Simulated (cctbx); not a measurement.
# Cr5Pb2C4 with cctbx, script by script

Library: cctbx 2025.11. The data are simulated by the first script.

## 1. Simulate the data

run.py:

```python
from cctbx import adptbx, crystal, miller, sgtbx, xray
from cctbx.array_family import flex
from iotbx.shelx import hklf
from scitbx import matrix
import scitbx.random

cs = crystal.symmetry(unit_cell=(5.477, 9.721, 11.135, 90, 90, 90), space_group_symbol='Hall: -F 2 2')  # Fmmm
atoms = [  # label, site, U (iso, or U11 U22 U33 U12 U13 U23 in A^2), occupancy
    ("Pb1", (0, 0, 0.8556), 0.0188, 1),
    ("Cr1", (0.25, 0.75, 0), 0.0239, 1),
    ("Cr2", (0.75, 0.75, 0.75), 0.0291, 1),
    ("Cr3", (0.5, 0, 0), 0.0219, 1),
    ("C1", (0.5, 0.8362, 0.8699), 0.0348, 1),
]
xs = xray.structure(crystal_symmetry=cs)
for label, site, u, occ in atoms:
    u = adptbx.u_cif_as_u_star(cs.unit_cell(), u) if isinstance(u, tuple) else u
    xs.add_scatterer(xray.scatterer(label, site=site, u=u, occupancy=occ))
xs.set_inelastic_form_factors(1.3414, "sasaki")
xs.show_summary()
p1 = xs.expand_to_p1()
ms = miller.build_set(p1, anomalous_flag=True, d_min=0.83)
flex.set_random_seed(680047)
scitbx.random.set_random_seed(680047)
ms = ms.select(flex.random_double(ms.size()) < 0.5)
i = ms.structure_factors_from_scatterers(p1, algorithm="direct").f_calc().as_intensity_array().data()
i = i * 5000 / flex.max(i)
sig = flex.sqrt(i + flex.pow2(0.02 * i) + 15 ** 2)
noise = scitbx.random.variate(scitbx.random.normal_distribution())(i.size())
data = ms.array(data=i + sig * noise, sigmas=sig).set_observation_type_xray_intensity()
with open("data.hkl", "w") as f:
    data.export_as_shelx_hklf(f)
print("reflections written:", data.size(), " <I/sigma> = %.1f" % flex.mean(data.data() / data.sigmas()))
for h, a, b in list(data.sort("data"))[:12]:
    print("%4d%4d%4d %9.1f %7.1f" % (h + (a, b)))
```

```console
$ python run.py
```

```text
Number of scatterers: 5
At special positions: 5
Unit cell: (5.477, 9.721, 11.135, 90, 90, 90)
Space group: F m m m (No. 69)
reflections written: 2191  <I/sigma> = 2.7
  -2  -2   0    5074.4   122.9
   2  -2   0    5071.8   122.9
   0  -4   0    4985.3   123.4
   0   4   0    4628.7   123.4
   0  -2  -4    2881.1    80.4
   0   2   4    2878.6    80.4
   4   0   0    2697.6    74.6
  -2  -6   0    2616.1    76.6
  -1  -1   3    2276.0    65.3
   1  -3   3    2211.3    66.1
   1  -1  -3    2207.7    65.3
   1   3   3    2156.6    66.1
```

It took 0.26 s on 1 thread of Arm Neoverse V2 (shared host), peak memory 0.07 GiB.

## 2. Refinement (right model, isotropic)

run.py:

```python
import math
from cctbx import adptbx, crystal, maptbx, sgtbx, xray
from cctbx.array_family import flex
from cctbx.xray import observations
from iotbx.shelx import hklf
from scitbx.lstbx import normal_eqns_solving
from smtbx import absolute_structure, utils
from smtbx.refinement import constraints, least_squares

cs = crystal.symmetry(unit_cell=(5.477, 9.721, 11.135, 90, 90, 90), space_group_symbol='Hall: -F 2 2')  # Fmmm
atoms = [  # label, site, U (iso, or U11 U22 U33 U12 U13 U23 in A^2), occupancy
    ("Pb1", (0, 0, 0.8555), 0.0200, 1),
    ("Cr1", (0.25, 0.75, 0), 0.0200, 1),
    ("Cr2", (0.75, 0.75, 0.75), 0.0200, 1),
    ("Cr3", (0.5, 0, 0), 0.0200, 1),
    ("C1", (0.5, 0.8378, 0.8741), 0.0200, 1),
]
xs = xray.structure(crystal_symmetry=cs)
for label, site, u, occ in atoms:
    u = adptbx.u_cif_as_u_star(cs.unit_cell(), u) if isinstance(u, tuple) else u
    xs.add_scatterer(xray.scatterer(label, site=site, u=u, occupancy=occ))
xs.set_inelastic_form_factors(1.3414, "sasaki")
raw = hklf.reader(file_name="data.hkl").as_miller_arrays(crystal_symmetry=cs, anomalous=True)[0]
merged = raw.eliminate_sys_absent().merge_equivalents()
fo2 = merged.array().set_observation_type_xray_intensity()
print("Rint %.3f, %d unique reflections to %.2f A" % (merged.r_int(), fo2.size(), fo2.d_min()))
for sc in xs.scatterers():
    sc.flags.set_grad_site(True)
    sc.flags.set_grad_u_aniso(sc.flags.use_u_aniso())
    sc.flags.set_grad_u_iso(sc.flags.use_u_iso())
obs = fo2.as_xray_observations()
extra = {}
rep = constraints.reparametrisation(xs, [], utils.connectivity_table(xs), **extra)
ls = least_squares.crystallographic_ls(obs, rep, weighting_scheme=least_squares.mainstream_shelx_weighting(a=0, b=0))
print("cycle     R1     wR2    GooF  max shift (A)")
for cycle in range(8):
    ls.build_up()
    r1, wr2, goof = ls.r1_factor(cutoff_factor=2)[0], ls.wR2(), ls.goof()
    old = xs.sites_cart()
    normal_eqns_solving.levenberg_marquardt_iterations(ls, n_max_iterations=3, tau=1e-06, step_threshold=1e-7)
    big = flex.max((xs.sites_cart() - old).norms())
    print("%4d %7.4f %7.4f %7.3f %9.5f" % (cycle + 1, r1, wr2, goof, big))
    ls.build_up(objective_only=True)
    if abs(ls.wR2() - wr2) < 5e-5 and big < 5e-4:
        break
ls.build_up()
print("final R1 %.4f wR2 %.4f GooF %.3f  parameters %d  data/parameter %.1f" % (ls.r1_factor(cutoff_factor=2)[0], ls.wR2(), ls.goof(), ls.n_parameters, fo2.size() / ls.n_parameters))
cov = ls.covariance_matrix_and_annotations()
su = dict(zip(cov.annotations, (math.sqrt(max(v, 0)) for v in cov.matrix.matrix_packed_u_diagonal())))
a2 = cs.unit_cell().reciprocal_parameters()[0] ** -2
print("atom        x        y        z      Ueq    occ   su(xyz)  su(Uiso or U11)")
for sc in xs.scatterers():
    s = max(su.get(sc.label + k, 0) for k in (".x", ".y", ".z"))
    npd = "" if sc.is_positive_definite_u(cs.unit_cell()) else "  NPD"
    print("%-5s %8.5f %8.5f %8.5f %8.4f %6.3f %8.5f %7.4f%s" % ((sc.label,) + sc.site + (sc.u_iso_or_equiv(cs.unit_cell()), sc.occupancy, s, su.get(sc.label + ".uiso", su.get(sc.label + ".u11", 0) * a2), npd)))
fo = fo2.f_sq_as_f()
fc = fo.structure_factors_from_scatterers(xs, algorithm="direct").f_calc()
diff = fo.f_obs_minus_f_calc(1 / math.sqrt(ls.scale_factor()), fc).average_bijvoet_mates()
m = diff.fft_map(symmetry_flags=maptbx.use_space_group_symmetry, resolution_factor=0.25).apply_volume_scaling()
print("difference map: max %.2f min %.2f rms %.2f" % (m.statistics().max(), m.statistics().min(), m.statistics().sigma()))
peaks = m.peak_search(parameters=maptbx.peak_search_parameters(min_distance_sym_equiv=0.6, max_clusters=6)).all()
near = xs.closest_distances(peaks.sites(), distance_cutoff=4)
sps = cs.special_position_settings(min_distance_sym_equiv=0.5)
for k, (x, h) in enumerate(zip(peaks.sites(), peaks.heights())):
    ss = sps.site_symmetry(x)
    print("Q%-3d %7.4f %7.4f %7.4f %4d %7.2f  %.2f A from %s" % ((k + 1,) + tuple(t % 1 for t in ss.exact_site()) + (ss.multiplicity(), h, near.smallest_distances[k], xs.scatterers()[near.i_seqs[k]].label)))
```

```console
$ python run.py
```

```text
Rint 0.044, 162 unique reflections to 0.84 A
cycle     R1     wR2    GooF  max shift (A)
   1  0.0396  0.0658   1.623   0.04647
   2  0.0206  0.0351   0.866   0.00001
final R1 0.0206 wR2 0.0351 GooF 0.866  parameters 8  data/parameter 20.2
atom        x        y        z      Ueq    occ   su(xyz)  su(Uiso or U11)
Pb1    0.00000  0.00000  0.85558   0.0188  1.000  0.00006  0.0002
Cr1    0.25000  0.75000  0.00000   0.0249  1.000  0.00000  0.0006
Cr2    0.75000  0.75000  0.75000   0.0281  1.000  0.00000  0.0006
Cr3    0.50000  0.00000  0.00000   0.0213  1.000  0.00000  0.0008
C1     0.50000  0.83533  0.87053   0.0343  1.000  0.00131  0.0027
difference map: max 1.86 min -1.56 rms 0.40
Q1    0.0000  0.0000  0.0000    4    1.86  1.61 A from Pb1
Q2    0.0000  0.0000  0.5000    4    1.81  0.00 A from Cr3
Q3    0.0000  0.0591  0.2365   16    1.12  1.18 A from Pb1
Q4    0.0000  0.1631  0.1823   16    1.10  1.64 A from Pb1
Q5    0.0928  0.2026  0.5000   16    1.03  0.98 A from Cr1
Q6    0.2500  0.2500  0.0000    8    1.02  0.00 A from Cr1
```

Time: 0.4 s.

## 3. Refinement (right model, anisotropic)

run.py, as its changes from the last script of this kind:

```diff
@@ -12,5 +12,5 @@
-    ("Pb1", (0, 0, 0.8555), 0.0200, 1),
-    ("Cr1", (0.25, 0.75, 0), 0.0200, 1),
-    ("Cr2", (0.75, 0.75, 0.75), 0.0200, 1),
-    ("Cr3", (0.5, 0, 0), 0.0200, 1),
-    ("C1", (0.5, 0.8378, 0.8741), 0.0200, 1),
+    ("Pb1", (0, 0, 0.85558), 0.0188, 1),
+    ("Cr1", (0.25, 0.75, 0), 0.0249, 1),
+    ("Cr2", (0.75, 0.75, 0.75), 0.0281, 1),
+    ("Cr3", (0.5, 0, 0), 0.0213, 1),
+    ("C1", (0.5, 0.83533, 0.87053), 0.0343, 1),
@@ -22,0 +23 @@
+xs.convert_to_anisotropic()
```

```console
$ python run.py
```

```text
Rint 0.044, 162 unique reflections to 0.84 A
cycle     R1     wR2    GooF  max shift (A)
   1  0.0206  0.0351   0.902   0.00140
   2  0.0197  0.0341   0.876   0.00007
final R1 0.0197 wR2 0.0341 GooF 0.876  parameters 20  data/parameter 8.1
atom        x        y        z      Ueq    occ   su(xyz)  su(Uiso or U11)
Pb1    0.00000  0.00000  0.85558   0.0188  1.000  0.00006  0.0003
Cr1    0.25000  0.75000  0.00000   0.0247  1.000  0.00000  0.0018
Cr2    0.75000  0.75000  0.75000   0.0284  1.000  0.00000  0.0019
Cr3    0.50000  0.00000  0.00000   0.0214  1.000  0.00000  0.0021
C1     0.50000  0.83518  0.87050   0.0338  1.000  0.00139  0.0064
difference map: max 1.91 min -1.51 rms 0.39
Q1    0.0000  0.0000  0.5000    4    1.91  0.00 A from Cr3
Q2    0.0000  0.0000  0.0000    4    1.90  1.61 A from Pb1
Q3    0.0000  0.0587  0.2359   16    1.18  1.17 A from Pb1
Q4    0.0000  0.1627  0.1822   16    1.07  1.64 A from Pb1
Q5    0.1500  0.1460  0.2377   32    1.01  1.16 A from Cr2
Q6    0.0890  0.1993  0.5000   16    0.99  1.01 A from Cr1
```

Time: 0.42 s.

## 4. Refinement

run.py, as its changes from the last script of this kind:

```diff
@@ -22 +22 @@
-xs.set_inelastic_form_factors(1.3414, "sasaki")
+xs.set_inelastic_form_factors(0.71073, "sasaki")
@@ -37 +37 @@
-for cycle in range(8):
+for cycle in range(12):
```

```console
$ python run.py
```

```text
Rint 0.044, 162 unique reflections to 0.84 A
cycle     R1     wR2    GooF  max shift (A)
   1  0.0247  0.0454   1.166   0.00361
   2  0.0205  0.0365   0.937   0.00003
final R1 0.0205 wR2 0.0365 GooF 0.937  parameters 20  data/parameter 8.1
atom        x        y        z      Ueq    occ   su(xyz)  su(Uiso or U11)
Pb1    0.00000  0.00000  0.85555   0.0199  1.000  0.00007  0.0003
Cr1    0.25000  0.75000  0.00000   0.0227  1.000  0.00000  0.0019
Cr2    0.75000  0.75000  0.75000   0.0263  1.000  0.00000  0.0020
Cr3    0.50000  0.00000  0.00000   0.0194  1.000  0.00000  0.0022
C1     0.50000  0.83569  0.87047   0.0310  1.000  0.00147  0.0069
difference map: max 2.29 min -1.50 rms 0.42
Q1    0.0000  0.0000  0.5000    4    2.29  0.00 A from Cr3
Q2    0.0000  0.0000  0.0000    4    2.17  1.61 A from Pb1
Q3    0.2500  0.2500  0.0000    8    1.31  0.00 A from Cr1
Q4    0.0000  0.0573  0.2340   16    1.24  1.14 A from Pb1
Q5    0.0816  0.0000  0.2976   16    1.08  1.76 A from Pb1
Q6    0.0000  0.1660  0.1818   16    1.07  1.67 A from Pb1
```

Time: 0.43 s.

This run holds a fault made on purpose: dispersion terms of the wrong wavelength.

## 5. Refinement

run.py, as its changes from the last script of this kind:

```diff
@@ -22 +22 @@
-xs.set_inelastic_form_factors(0.71073, "sasaki")
+# no anomalous dispersion
```

```console
$ python run.py
```

```text
Rint 0.044, 162 unique reflections to 0.84 A
cycle     R1     wR2    GooF  max shift (A)
   1  0.0407  0.0732   1.880   0.00950
   2  0.0219  0.0411   1.057   0.00005
final R1 0.0219 wR2 0.0411 GooF 1.057  parameters 20  data/parameter 8.1
atom        x        y        z      Ueq    occ   su(xyz)  su(Uiso or U11)
Pb1    0.00000  0.00000  0.85555   0.0209  1.000  0.00007  0.0004
Cr1    0.25000  0.75000  0.00000   0.0193  1.000  0.00000  0.0022
Cr2    0.75000  0.75000  0.75000   0.0228  1.000  0.00000  0.0022
Cr3    0.50000  0.00000  0.00000   0.0160  1.000  0.00000  0.0025
C1     0.50000  0.83630  0.87064   0.0300  1.000  0.00166  0.0078
difference map: max 2.60 min -1.80 rms 0.45
Q1    0.0000  0.0000  0.5000    4    2.60  0.00 A from Cr3
Q2    0.0000  0.0000  0.0000    4    1.86  1.61 A from Pb1
Q3    0.2500  0.2500  0.0314   16    1.37  0.35 A from Cr1
Q4    0.0000  0.0571  0.2342   16    1.33  1.14 A from Pb1
Q5    0.2049  0.1970  0.2291   32    1.23  0.62 A from Cr2
Q6    0.0851  0.0000  0.3004   16    1.11  1.80 A from Pb1
```

Time: 0.4 s.

This run holds a fault made on purpose: anomalous dispersion left out.

## 6. Refinement

run.py, as its changes from the last script of this kind:

```diff
@@ -16,0 +17 @@
+    ("C2", (0.715, 0.528, 0.762), 0.0300, 1),
@@ -22,2 +23 @@
-# no anomalous dispersion
-xs.convert_to_anisotropic()
+xs.set_inelastic_form_factors(1.3414, "sasaki")
```

```console
$ python run.py
```

```text
Rint 0.044, 162 unique reflections to 0.84 A
cycle     R1     wR2    GooF  max shift (A)
   1  0.0522  0.1000   2.484   0.21970
   2  0.0235  0.0406   1.008   0.24013
   3  0.0211  0.0359   0.891   0.28821
   4  0.0211  0.0359   0.891   0.05479
   5  0.0211  0.0359   0.891   0.01196
   6  0.0211  0.0359   0.891   0.00267
   7  0.0211  0.0359   0.891   0.00061
   8  0.0211  0.0359   0.891   0.00014
final R1 0.0211 wR2 0.0359 GooF 0.891  parameters 10  data/parameter 16.2
atom        x        y        z      Ueq    occ   su(xyz)  su(Uiso or U11)
Pb1    0.00000  0.00000  0.85559   0.0188  1.000  0.00006  0.0002
Cr1    0.25000  0.75000  0.00000   0.0249  1.000  0.00000  0.0006
Cr2    0.75000  0.75000  0.75000   0.0281  1.000  0.00000  0.0007
Cr3    0.50000  0.00000  0.00000   0.0213  1.000  0.00000  0.0008
C1     0.50000  0.83540  0.87094   0.0342  1.000  0.00135  0.0028
C2     0.75000  0.53844  0.75000   0.9063  1.000  0.08184  0.2294
difference map: max 2.11 min -1.69 rms 0.40
Q1    0.0000  0.0000  0.0000    4    2.11  1.61 A from Pb1
Q2    0.0000  0.0000  0.5000    4    2.03  0.00 A from Cr3
Q3    0.1408  0.0645  0.5000   16    1.25  0.99 A from Cr3
Q4    0.0930  0.2019  0.5000   16    1.10  0.98 A from Cr1
Q5    0.2500  0.2500  0.0000    8    1.09  0.00 A from Cr1
Q6    0.1883  0.0000  0.4310   16    1.08  1.29 A from Cr3
```

Run time: 0.69 s on 1 thread of Arm Neoverse V2 (shared host), peak memory 0.09 GiB.

This run holds a fault made on purpose: spurious atom: C2.

[Logs are printed without paths, hosts, clocks, repeated set-up lines and the standing remarks that a program may print on its own settings, such as how far it seeks lower states.]
